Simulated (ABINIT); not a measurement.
# Li3TeBr (Pm-3m): modes at Γ and the response to a field

Aim: the zone-centre modes of Li3TeBr (Pm-3m).

Calculated with ABINIT 10.8.3; DFT PBEsol, scalar-relativistic, plane waves, PseudoDojo norm-conserving pseudopotentials.

The structure was built from a prototype and need not be the compound's stable phase.

## Step 1: Starting point

It takes space group Pm-3m (No. 221, cubic). Conventional cell: a = 5.643 Å, b = 5.643 Å, c = 5.643 Å, α = 90.00°, β = 90.00°, γ = 90.00°. Br has 12 Li at 3.99 Å nearest. Nearest to Te lie 6 Li at 2.82 Å. Nearest to Li lie 2 Te at 2.82 Å. Farther neighbours and most contacts between anions are not listed.

Coordinates:

```cif
data_structure
_symmetry_space_group_name_H-M 'Pm-3m'
_symmetry_Int_Tables_number 221
_cell_length_a 5.6430
_cell_length_b 5.6430
_cell_length_c 5.6430
_cell_angle_alpha 90.000
_cell_angle_beta 90.000
_cell_angle_gamma 90.000
_cell_volume 179.69
loop_
_atom_site_label
_atom_site_type_symbol
_atom_site_symmetry_multiplicity
_atom_site_Wyckoff_symbol
_atom_site_fract_x
_atom_site_fract_y
_atom_site_fract_z
_atom_site_occupancy
Br1 Br 1 a 0.00000 0.00000 0.00000 1
Te1 Te 1 b 0.50000 0.50000 0.50000 1
Li1 Li 3 c 0.50000 0.50000 0.00000 1
```

## Step 2: A probe with smearing

A first run with smearing and empty bands tells whether the crystal has a gap, which decides between fixed occupations and smearing later on.

The input, probe.abi:

```
# ground state
tolvrs 1.0d-08
prtden 1
prtwf 1

# basis, mesh and filling
ecut 34.0
ngkpt 4 4 4
nshiftk 1
shiftk 0.0 0.0 0.0
istwfk *1
occopt 7
tsmear 0.005
nband 24
nstep 100
diemac 9.0
prtebands 0
prtgsr 0
useylm 1

# cell and atoms
acell 10.66372452 10.66372452 10.66372452
rprim 
    1.0 0.0 0.0
    0.0 1.0 0.0
    0.0 0.0 1.0
ntypat 3
znucl 35 52 3
natom 5
typat 1 2 3 3 3
xred 
    0.0 0.0 0.0
    0.5 0.5 0.5
    0.5 0.5 0.0
    0.5 0.0 0.5
    0.0 0.5 0.5
pp_dirpath "./pseudo"
pseudos "Br.upf, Te.upf, Li.upf"
```

The run is started by

```console
$ OMP_NUM_THREADS=1 mpirun -n 4 abinit probe.abi > probe.log
```

Numbers of over 12 decimals in the logs are rounded to 6 here.

probe.abo, the main output file:

```text
[banners, grids, parts of the stress and lines that vanish by symmetry left out]
- input  file    -> probe.abi
- output file    -> probe.abo
- root for input  files -> probei
[...]
Symmetries : space group Pm -3 m (#221); Bravais cP (primitive cubic)
[...]
mpw =       11536          nfft =      216000          nkpt =          10
[...]
== DATASET  1 ==================================================================
[...]
cutoff_energies: {ecut:  34.0, pawecutdg:  -1.0, }
[...]
ETOT  1  -141.58830520484    -1.416E+02 1.111E+00 1.860E+02
 ETOT  2  -142.01196377081    -4.237E-01 2.715E-03 3.603E+01
 ETOT  3  -142.01592984047    -3.966E-03 9.613E-04 1.997E+00
 ETOT  4  -142.01608537056    -1.555E-04 5.171E-04 4.445E-02
 ETOT  5  -142.01608619175    -8.212E-07 5.381E-04 8.452E-03
[...]
ETOT  9  -142.01608641348    -2.473E-11 6.072E-05 4.475E-08
 ETOT 10  -142.01608641348    -5.258E-12 2.382E-05 1.506E-09
 At SCF step   10       vres2   =  1.51E-09 < tolvrs=  1.00E-08 =>converged.
[...]
sigma(1 1)=  1.06536007E-04  sigma(3 2)=  0.00000000E+00
  sigma(2 2)=  1.06536007E-04  sigma(3 1)=  0.00000000E+00
  sigma(3 3)=  1.06536007E-04  sigma(2 1)=  0.00000000E+00
[...]
convergence: {deltae: -5.258E-12, res2:  1.506E-09, residm:  2.382E-05, diffor: null, }
etotal    :  -1.42016086E+02
[...]
sigma(1 1)=  1.06536007E-04  sigma(3 2)=  0.00000000E+00
  sigma(2 2)=  1.06536007E-04  sigma(3 1)=  0.00000000E+00
  sigma(3 3)=  1.06536007E-04  sigma(2 1)=  0.00000000E+00
[...]
- sigma(1 1)=  3.13439755E+00  sigma(3 2)=  0.00000000E+00
- sigma(2 2)=  3.13439755E+00  sigma(3 1)=  0.00000000E+00
- sigma(3 3)=  3.13439755E+00  sigma(2 1)=  0.00000000E+00
[...]
fcart     -0.0000000000E+00 -0.0000000000E+00 -0.0000000000E+00
           strten      1.0653600723E-04  1.0653600723E-04  1.0653600723E-04
================================================================================

[key lines of the parts left out:]
pressure_GPa:  -3.1344E+00
```

The job ended after 36 s (4 MPI ranks of Arm Neoverse V1, shared host).

This step gave:

```
volume per atom   : 35.94 Å³
pressure          : -3.134 GPa
gap on the k-mesh : 2.630 eV
```

A gap of 2.6 eV opens on this mesh, so the crystal is taken as an insulator; the printed pressure holds the stress of the finite basis too.

## Step 3: Rough relaxation

The typed start is rough, so a first relaxation with smearing and loose thresholds takes it towards rest cheaply.

The input, prerelax.abi:

```
# relaxation
ionmov 2
optcell 2
dilatmx 1.15
chkdilatmx 0
ntime 40
tolmxf 3.0d-04
tolvrs 1.0d-10
prtwf 0
prtden 0
chksymtnons 0

# basis, mesh and filling
ecut 34.0
ecutsm 3.0
ngkpt 4 4 4
nshiftk 1
shiftk 0.0 0.0 0.0
istwfk *1
occopt 7
tsmear 0.005
nband 24
nstep 100
diemac 9.0
prtebands 0
prtgsr 0
useylm 1

# cell and atoms
acell 10.66372452 10.66372452 10.66372452
rprim 
    1.0 0.0 0.0
    0.0 1.0 0.0
    0.0 0.0 1.0
ntypat 3
znucl 35 52 3
natom 5
typat 1 2 3 3 3
xred 
    0.0 0.0 0.0
    0.5 0.5 0.5
    0.5 0.5 0.0
    0.5 0.0 0.5
    0.0 0.5 0.5
pp_dirpath "./pseudo"
pseudos "Br.upf, Te.upf, Li.upf"
```

The run is started by

```console
$ OMP_NUM_THREADS=1 mpirun -n 4 abinit prerelax.abi > prerelax.log
```

prerelax.abo, the main output file:

```text
[banners, grids, parts of the stress and lines that vanish by symmetry left out]
- input  file    -> prerelax.abi
- output file    -> prerelax.abo
- root for input  files -> prerelaxi
[...]
Symmetries : space group Pm -3 m (#221); Bravais cP (primitive cubic)
[...]
mpw =       17592          nfft =      373248          nkpt =          10
[...]
== DATASET  1 ==================================================================
[...]
cutoff_energies: {ecut:  34.0, pawecutdg:  -1.0, }
[...]
ETOT  1  -141.50141806676    -1.415E+02 8.132E-01 3.070E+02
 ETOT  2  -142.00996703705    -5.085E-01 3.961E-03 8.651E+01
 ETOT  3  -142.01510158479    -5.135E-03 3.128E-04 3.559E+00
 ETOT  4  -142.01524504439    -1.435E-04 3.300E-04 1.627E-01
 ETOT  5  -142.01524761723    -2.573E-06 1.892E-04 1.946E-02
[...]
At SCF step   12       vres2   =  1.37E-11 < tolvrs=  1.00E-10 =>converged.
[...]
ETOT 10  -142.03336636785     1.756E-11 4.503E-13 2.220E-11
 At SCF step   10       vres2   =  2.22E-11 < tolvrs=  1.00E-10 =>converged.
[...]
sigma(1 1)= -1.88851236E-07  sigma(3 2)=  0.00000000E+00
  sigma(2 2)= -1.88851236E-07  sigma(3 1)=  0.00000000E+00
  sigma(3 3)= -1.88851236E-07  sigma(2 1)=  0.00000000E+00
[...]
convergence: {deltae:  1.756E-11, res2:  2.220E-11, residm:  4.503E-13, diffor: null, }
etotal    :  -1.42033366E+02
[...]
At Broyd/MD step   6, gradients are converged :
[...]
sigma(1 1)= -1.88851236E-07  sigma(3 2)=  0.00000000E+00
  sigma(2 2)= -1.88851236E-07  sigma(3 1)=  0.00000000E+00
  sigma(3 3)= -1.88851236E-07  sigma(2 1)=  0.00000000E+00
[...]
- sigma(1 1)= -5.55619518E-03  sigma(3 2)=  0.00000000E+00
- sigma(2 2)= -5.55619518E-03  sigma(3 1)=  0.00000000E+00
- sigma(3 3)= -5.55619518E-03  sigma(2 1)=  0.00000000E+00
[...]
fcart     -0.0000000000E+00 -0.0000000000E+00 -0.0000000000E+00
           strten     -1.8885123550E-07 -1.8885123550E-07 -1.8885123550E-07
================================================================================

[key lines of the parts left out:]
pressure_GPa:   5.5562E-03
Total energy (etotal) [Ha]= -1.42033366367851E+02
```

The job ended after 6.3 min (4 MPI ranks).

The steps of the relaxation:

| step | energy less that of the first step (eV) | largest force (eV/Å) | volume (Å³) |
| --- | --- | --- | --- |
| 1 | 0.0000 | 0.0000 | 179.69 |
| 2 | -0.0297 | 0.0000 | 178.07 |
| 3 | -0.3616 | 0.0000 | 121.32 |
| 4 | -0.4800 | 0.0000 | 142.80 |
| 5 | -0.4928 | 0.0000 | 137.88 |
| 6 | -0.4930 | 0.0000 | 137.06 |

| conventional cell, symmetrised | before | after | change |
| --- | --- | --- | --- |
| a (Å) | 5.643 | 5.156 | -8.6 % |
| b (Å) | 5.643 | 5.156 | -8.6 % |
| c (Å) | 5.643 | 5.156 | -8.6 % |
| volume (Å³/atom) | 35.94 | 27.41 | -23.7 % |

The relaxed structure:

```xyz
5
Lattice="5.1559 0.0000 0.0000 0.0000 5.1559 0.0000 0.0000 0.0000 5.1559" Properties=species:S:1:pos:R:3 pbc="T T T"
Br    0.0000    0.0000    0.0000
Te    2.5780    2.5780    2.5780
Li    2.5780    2.5780    0.0000
Li    2.5780    0.0000    2.5780
Li    0.0000    2.5780    2.5780
```

Numbers from this step:

| Item | Value |
| --- | --- |
| volume per atom | 27.41 Å³ |
| pressure | 0.005556 GPa |
| gap on the k-mesh | 3.101 eV |

The volume changes by -23.7 % in this run and stands -23.7 % from the first cell.

## Step 4: Rough relaxation

The cell changed much, so the rough relaxation is repeated on a basis made for the new cell.

Changes to prerelax.abi since step 3:

```diff
@@ -29,3 +29,3 @@
 # cell and atoms
-acell 10.66372452 10.66372452 10.66372452
+acell 9.74326881 9.74326881 9.74326881
 rprim
```

prerelax.abo, the main output file:

```text
[banners, grids, parts of the stress and lines that vanish by symmetry left out]
- input  file    -> prerelax.abi
- output file    -> prerelax.abo
- root for input  files -> prerelaxi
[...]
Symmetries : space group Pm -3 m (#221); Bravais cP (primitive cubic)
[...]
mpw =       13361          nfft =      216000          nkpt =          10
[...]
== DATASET  1 ==================================================================
[...]
cutoff_energies: {ecut:  34.0, pawecutdg:  -1.0, }
[...]
ETOT  1  -141.81786553256    -1.418E+02 6.014E-01 1.685E+02
 ETOT  2  -142.03130813986    -2.134E-01 5.938E-03 2.376E+01
 ETOT  3  -142.03331220039    -2.004E-03 1.156E-03 4.551E-01
 ETOT  4  -142.03336206983    -4.987E-05 6.083E-04 9.322E-02
 ETOT  5  -142.03336616285    -4.093E-06 4.705E-04 1.766E-03
[...]
ETOT 10  -142.03336624142    -2.257E-11 9.170E-06 2.434E-10
 ETOT 11  -142.03336624141     9.067E-12 5.268E-06 1.019E-11
 At SCF step   11       vres2   =  1.02E-11 < tolvrs=  1.00E-10 =>converged.
[...]
sigma(1 1)= -1.88924527E-07  sigma(3 2)=  0.00000000E+00
  sigma(2 2)= -1.88924527E-07  sigma(3 1)=  0.00000000E+00
  sigma(3 3)= -1.88924527E-07  sigma(2 1)=  0.00000000E+00
[...]
convergence: {deltae:  9.067E-12, res2:  1.019E-11, residm:  5.268E-06, diffor: null, }
etotal    :  -1.42033366E+02
[...]
At Broyd/MD step   1, gradients are converged :
[...]
sigma(1 1)= -1.88924527E-07  sigma(3 2)=  0.00000000E+00
  sigma(2 2)= -1.88924527E-07  sigma(3 1)=  0.00000000E+00
  sigma(3 3)= -1.88924527E-07  sigma(2 1)=  0.00000000E+00
[...]
- sigma(1 1)= -5.55835148E-03  sigma(3 2)=  0.00000000E+00
- sigma(2 2)= -5.55835148E-03  sigma(3 1)=  0.00000000E+00
- sigma(3 3)= -5.55835148E-03  sigma(2 1)=  0.00000000E+00
[...]
fcart     -0.0000000000E+00 -0.0000000000E+00 -0.0000000000E+00
           strten     -1.8892452670E-07 -1.8892452670E-07 -1.8892452670E-07
================================================================================

[key lines of the parts left out:]
pressure_GPa:   5.5584E-03
Total energy (etotal) [Ha]= -1.42033366241406E+02
```

Elapsed: 43 s, on 4 MPI ranks; 2.9 min of CPU time.

Little changed from the start: no atom moved by 0.005 Å and no cell edge by 0.1 %.

Read from the output:

```
pressure : 0.005558 GPa
```

The volume changes by +0.0 % in this run and stands -23.7 % from the first cell.

## Step 5: Relaxation

The harmonic expansion needs vanishing forces, and a free crystal bears no stress, so cell and atoms are brought to rest. Stress is more sensitive to the basis than forces are: the last 3 Ha under the cutoff are smoothed with ecutsm, and the cutoff is raised above that of the later runs.

relax.abi, as its differences from prerelax.abi of step 4:

```diff
@@ -3,7 +3,6 @@
 optcell 2
-dilatmx 1.15
-chkdilatmx 0
+dilatmx 1.08
 ntime 40
-tolmxf 3.0d-04
-tolvrs 1.0d-10
+tolmxf 1.0d-05
+tolvrs 1.0d-14
 prtwf 0
@@ -13,3 +12,3 @@
 # basis, mesh and filling
-ecut 34.0
+ecut 42.0
 ecutsm 3.0
@@ -19,5 +18,4 @@
 istwfk *1
-occopt 7
-tsmear 0.005
-nband 24
+occopt 1
+nband 16
 nstep 100
```

The run is started by

```console
$ OMP_NUM_THREADS=1 mpirun -n 4 abinit relax.abi > relax.log
```

relax.abo, the main output file:

```text
[banners, grids, parts of the stress and lines that vanish by symmetry left out]
- input  file    -> relax.abi
- output file    -> relax.abo
- root for input  files -> relaxi
[...]
Symmetries : space group Pm -3 m (#221); Bravais cP (primitive cubic)
[...]
mpw =       15203          nfft =      262144          nkpt =          10
[...]
== DATASET  1 ==================================================================
[...]
cutoff_energies: {ecut:  42.0, pawecutdg:  -1.0, }
[...]
ETOT  1  -140.27656687900    -1.403E+02 1.289E+00 5.288E+02
 ETOT  2  -141.99006128050    -1.713E+00 6.188E-04 5.409E+02
 ETOT  3  -142.02416127001    -3.410E-02 8.675E-05 1.405E+02
 ETOT  4  -142.03403277563    -9.872E-03 6.707E-05 8.161E+00
 ETOT  5  -142.03452534585    -4.926E-04 4.772E-06 7.277E-01
[...]
At SCF step   14       vres2   =  1.68E-15 < tolvrs=  1.00E-14 =>converged.
[...]
sigma(1 1)= -1.58968876E-07  sigma(3 2)=  0.00000000E+00
  sigma(2 2)= -1.58968876E-07  sigma(3 1)=  0.00000000E+00
  sigma(3 3)= -1.58968876E-07  sigma(2 1)=  0.00000000E+00
[...]
convergence: {deltae:  5.599E-12, res2:  1.683E-15, residm:  1.727E-19, diffor: null, }
etotal    :  -1.42034570E+02
[...]
ETOT  1  -142.03457035616    -1.420E+02 3.868E-14 2.131E-04
[...]
At SCF step    9       vres2   =  8.67E-16 < tolvrs=  1.00E-14 =>converged.
[...]
sigma(1 1)= -1.49770869E-07  sigma(3 2)=  0.00000000E+00
  sigma(2 2)= -1.49770869E-07  sigma(3 1)=  0.00000000E+00
  sigma(3 3)= -1.49770869E-07  sigma(2 1)=  0.00000000E+00
[...]
convergence: {deltae:  1.194E-11, res2:  8.672E-16, residm:  3.556E-21, diffor: null, }
etotal    :  -1.42034570E+02
[...]
ETOT  1  -142.03456749899    -1.420E+02 8.083E-12 5.658E-02
[...]
ETOT 10  -142.03457038342    -2.507E-11 1.741E-19 1.862E-14
 ETOT 11  -142.03457038342    -3.553E-12 2.537E-20 1.302E-16
 At SCF step   11       vres2   =  1.30E-16 < tolvrs=  1.00E-14 =>converged.
[...]
sigma(1 1)= -6.92205390E-11  sigma(3 2)=  0.00000000E+00
  sigma(2 2)= -6.92205399E-11  sigma(3 1)=  0.00000000E+00
  sigma(3 3)= -6.92205334E-11  sigma(2 1)=  0.00000000E+00
[...]
convergence: {deltae: -3.553E-12, res2:  1.302E-16, residm:  2.537E-20, diffor: null, }
etotal    :  -1.42034570E+02
[...]
At Broyd/MD step   3, gradients are converged :
[...]
sigma(1 1)= -6.92205390E-11  sigma(3 2)=  0.00000000E+00
  sigma(2 2)= -6.92205399E-11  sigma(3 1)=  0.00000000E+00
  sigma(3 3)= -6.92205334E-11  sigma(2 1)=  0.00000000E+00
[...]
- sigma(1 1)= -2.03653857E-06  sigma(3 2)=  0.00000000E+00
- sigma(2 2)= -2.03653859E-06  sigma(3 1)=  0.00000000E+00
- sigma(3 3)= -2.03653840E-06  sigma(2 1)=  0.00000000E+00
[...]
fcart     -0.0000000000E+00 -0.0000000000E+00 -0.0000000000E+00
           strten     -6.9220539023E-11 -6.9220539890E-11 -6.9220533385E-11
================================================================================

[key lines of the parts left out:]
pressure_GPa:   2.0365E-06
Total energy (etotal) [Ha]= -1.42034570383422E+02
```

Run time: 83 s. Hardware: 4 MPI ranks; 5.5 min of CPU time.

Little changed from the start: no atom moved by 0.005 Å and no cell edge by 0.1 %.

Read from the output:

```yaml
volume_per_atom: 27.42 Å³
pressure: 2.04e-6 GPa
```

The volume changes by +0.0 % in this run and stands -23.7 % from the first cell.

## Step 6: Ground state

The response is built on these wavefunctions, so the potential is converged far more tightly than an energy would need. The mesh is shifted off Γ, since shifted meshes converge sums over the zone faster.

The input, gs.abi:

```
# ground state
tolvrs 1.0d-16
prtden 1
prtwf 1

# basis, mesh and filling
ecut 34.0
ngkpt 4 4 4
nshiftk 1
shiftk 0.5 0.5 0.5
istwfk *1
occopt 1
nband 16
nstep 100
diemac 9.0
prtebands 0
prtgsr 0
useylm 1

# cell and atoms
acell 9.744072073 9.744072073 9.744072073
rprim 
    1.0 0.0 0.0
    0.0 1.0 0.0
    0.0 0.0 1.0
ntypat 3
znucl 35 52 3
natom 5
typat 1 2 3 3 3
xred 
    0.0 0.0 0.0
    0.5 0.5 0.5
    0.5 0.5 0.0
    0.5 0.0 0.5
    0.0 0.5 0.5
pp_dirpath "./pseudo"
pseudos "Br.upf, Te.upf, Li.upf"
```

The run is started by

```console
$ OMP_NUM_THREADS=1 mpirun -n 4 abinit gs.abi > gs.log
```

gs.abo, the main output file:

```text
[banners, grids, parts of the stress and lines that vanish by symmetry left out]
- input  file    -> gs.abi
- output file    -> gs.abo
- root for input  files -> gsi
[...]
Symmetries : space group Pm -3 m (#221); Bravais cP (primitive cubic)
[...]
mpw =        8765          nfft =      157464          nkpt =           4
[...]
== DATASET  1 ==================================================================
[...]
cutoff_energies: {ecut:  34.0, pawecutdg:  -1.0, }
[...]
ETOT  1  -140.30794984966    -1.403E+02 1.426E+00 6.457E+01
 ETOT  2  -141.99384476489    -1.686E+00 6.582E-04 3.131E+02
 ETOT  3  -142.01842510315    -2.458E-02 7.679E-06 1.273E+02
 ETOT  4  -142.03414917730    -1.572E-02 3.211E-05 4.340E-01
 ETOT  5  -142.03421486258    -6.569E-05 2.688E-07 5.547E-02
[...]
ETOT 14  -142.03422115837     1.162E-11 8.598E-20 6.856E-16
 ETOT 15  -142.03422115838    -9.464E-12 3.348E-22 8.156E-17
 At SCF step   15       vres2   =  8.16E-17 < tolvrs=  1.00E-16 =>converged.
[...]
sigma(1 1)=  7.81351546E-06  sigma(3 2)=  0.00000000E+00
  sigma(2 2)=  7.81351546E-06  sigma(3 1)=  0.00000000E+00
  sigma(3 3)=  7.81351546E-06  sigma(2 1)=  0.00000000E+00
[...]
convergence: {deltae: -9.464E-12, res2:  8.156E-17, residm:  3.348E-22, diffor: null, }
etotal    :  -1.42034221E+02
[...]
sigma(1 1)=  7.81351546E-06  sigma(3 2)=  0.00000000E+00
  sigma(2 2)=  7.81351546E-06  sigma(3 1)=  0.00000000E+00
  sigma(3 3)=  7.81351546E-06  sigma(2 1)=  0.00000000E+00
[...]
- sigma(1 1)=  2.29881561E-01  sigma(3 2)=  0.00000000E+00
- sigma(2 2)=  2.29881561E-01  sigma(3 1)=  0.00000000E+00
- sigma(3 3)=  2.29881561E-01  sigma(2 1)=  0.00000000E+00
[...]
fcart     -0.0000000000E+00 -0.0000000000E+00 -0.0000000000E+00
           strten      7.8135154550E-06  7.8135154550E-06  7.8135154550E-06
================================================================================

[key lines of the parts left out:]
pressure_GPa:  -2.2988E-01
```

Wall time 12 s (4 MPI ranks); 48 s of CPU time.

Numbers from this step:

| Item | Value |
| --- | --- |
| pressure | -0.2299 GPa |

The cell stands at -0.23 GPa: the relaxation ran with a smoothed and higher cutoff and on another k mesh.

## Step 7: The gap at rest

Empty bands on the ground state's density check that the gap assumed so far is there in this cell.

The input, gap.abi:

```
# empty bands on the ground state's density
iscf -2
getden_filepath "gso_DEN"
tolwfr 1.0d-12
nbdbuf 2
prtwf 0

# basis, mesh and filling
ecut 34.0
ngkpt 4 4 4
nshiftk 1
shiftk 0.0 0.0 0.0
istwfk *1
occopt 1
nband 20
nstep 100
diemac 9.0
prtebands 0
prtgsr 0
useylm 1

# cell and atoms
acell 9.744072073 9.744072073 9.744072073
rprim 
    1.0 0.0 0.0
    0.0 1.0 0.0
    0.0 0.0 1.0
ntypat 3
znucl 35 52 3
natom 5
typat 1 2 3 3 3
xred 
    0.0 0.0 0.0
    0.5 0.5 0.5
    0.5 0.5 0.0
    0.5 0.0 0.5
    0.0 0.5 0.5
pp_dirpath "./pseudo"
pseudos "Br.upf, Te.upf, Li.upf"
```

The run is started by

```console
$ OMP_NUM_THREADS=1 mpirun -n 4 abinit gap.abi > gap.log
```

gap.abo, the main output file:

```text
[banners, grids, parts of the stress and lines that vanish by symmetry left out]
- input  file    -> gap.abi
- output file    -> gap.abo
- root for input  files -> gapi
[...]
Symmetries : space group Pm -3 m (#221); Bravais cP (primitive cubic)
[...]
mpw =        8836          nfft =      157464          nkpt =          10
[...]
== DATASET  1 ==================================================================
[...]
cutoff_energies: {ecut:  34.0, pawecutdg:  -1.0, }
[...]
-outvars: echo values of variables after computation
            acell      9.7440720730E+00  9.7440720730E+00  9.7440720730E+00 Bohr
================================================================================
```

It took 15 s on 4 MPI ranks; 60 s of CPU time.

This step gave:

```
gap on the k-mesh : 3.100 eV
```

In this cell the gap on the mesh is 3.1 eV, indirect (smallest direct 3.2 eV), so fixed occupations hold.

(Part 1 of 3 ends here.)

[Host names and launcher messages were left out of these logs when they were recorded.]

[Logs are printed without paths, hosts, clocks, repeated set-up lines and the standing remarks that a program may print on its own settings, such as how far it seeks lower states.]

[Hosts, paths, dates, database ids (printed as entryN), source tags and the programs' standing remarks are cut or masked in the printed files.]
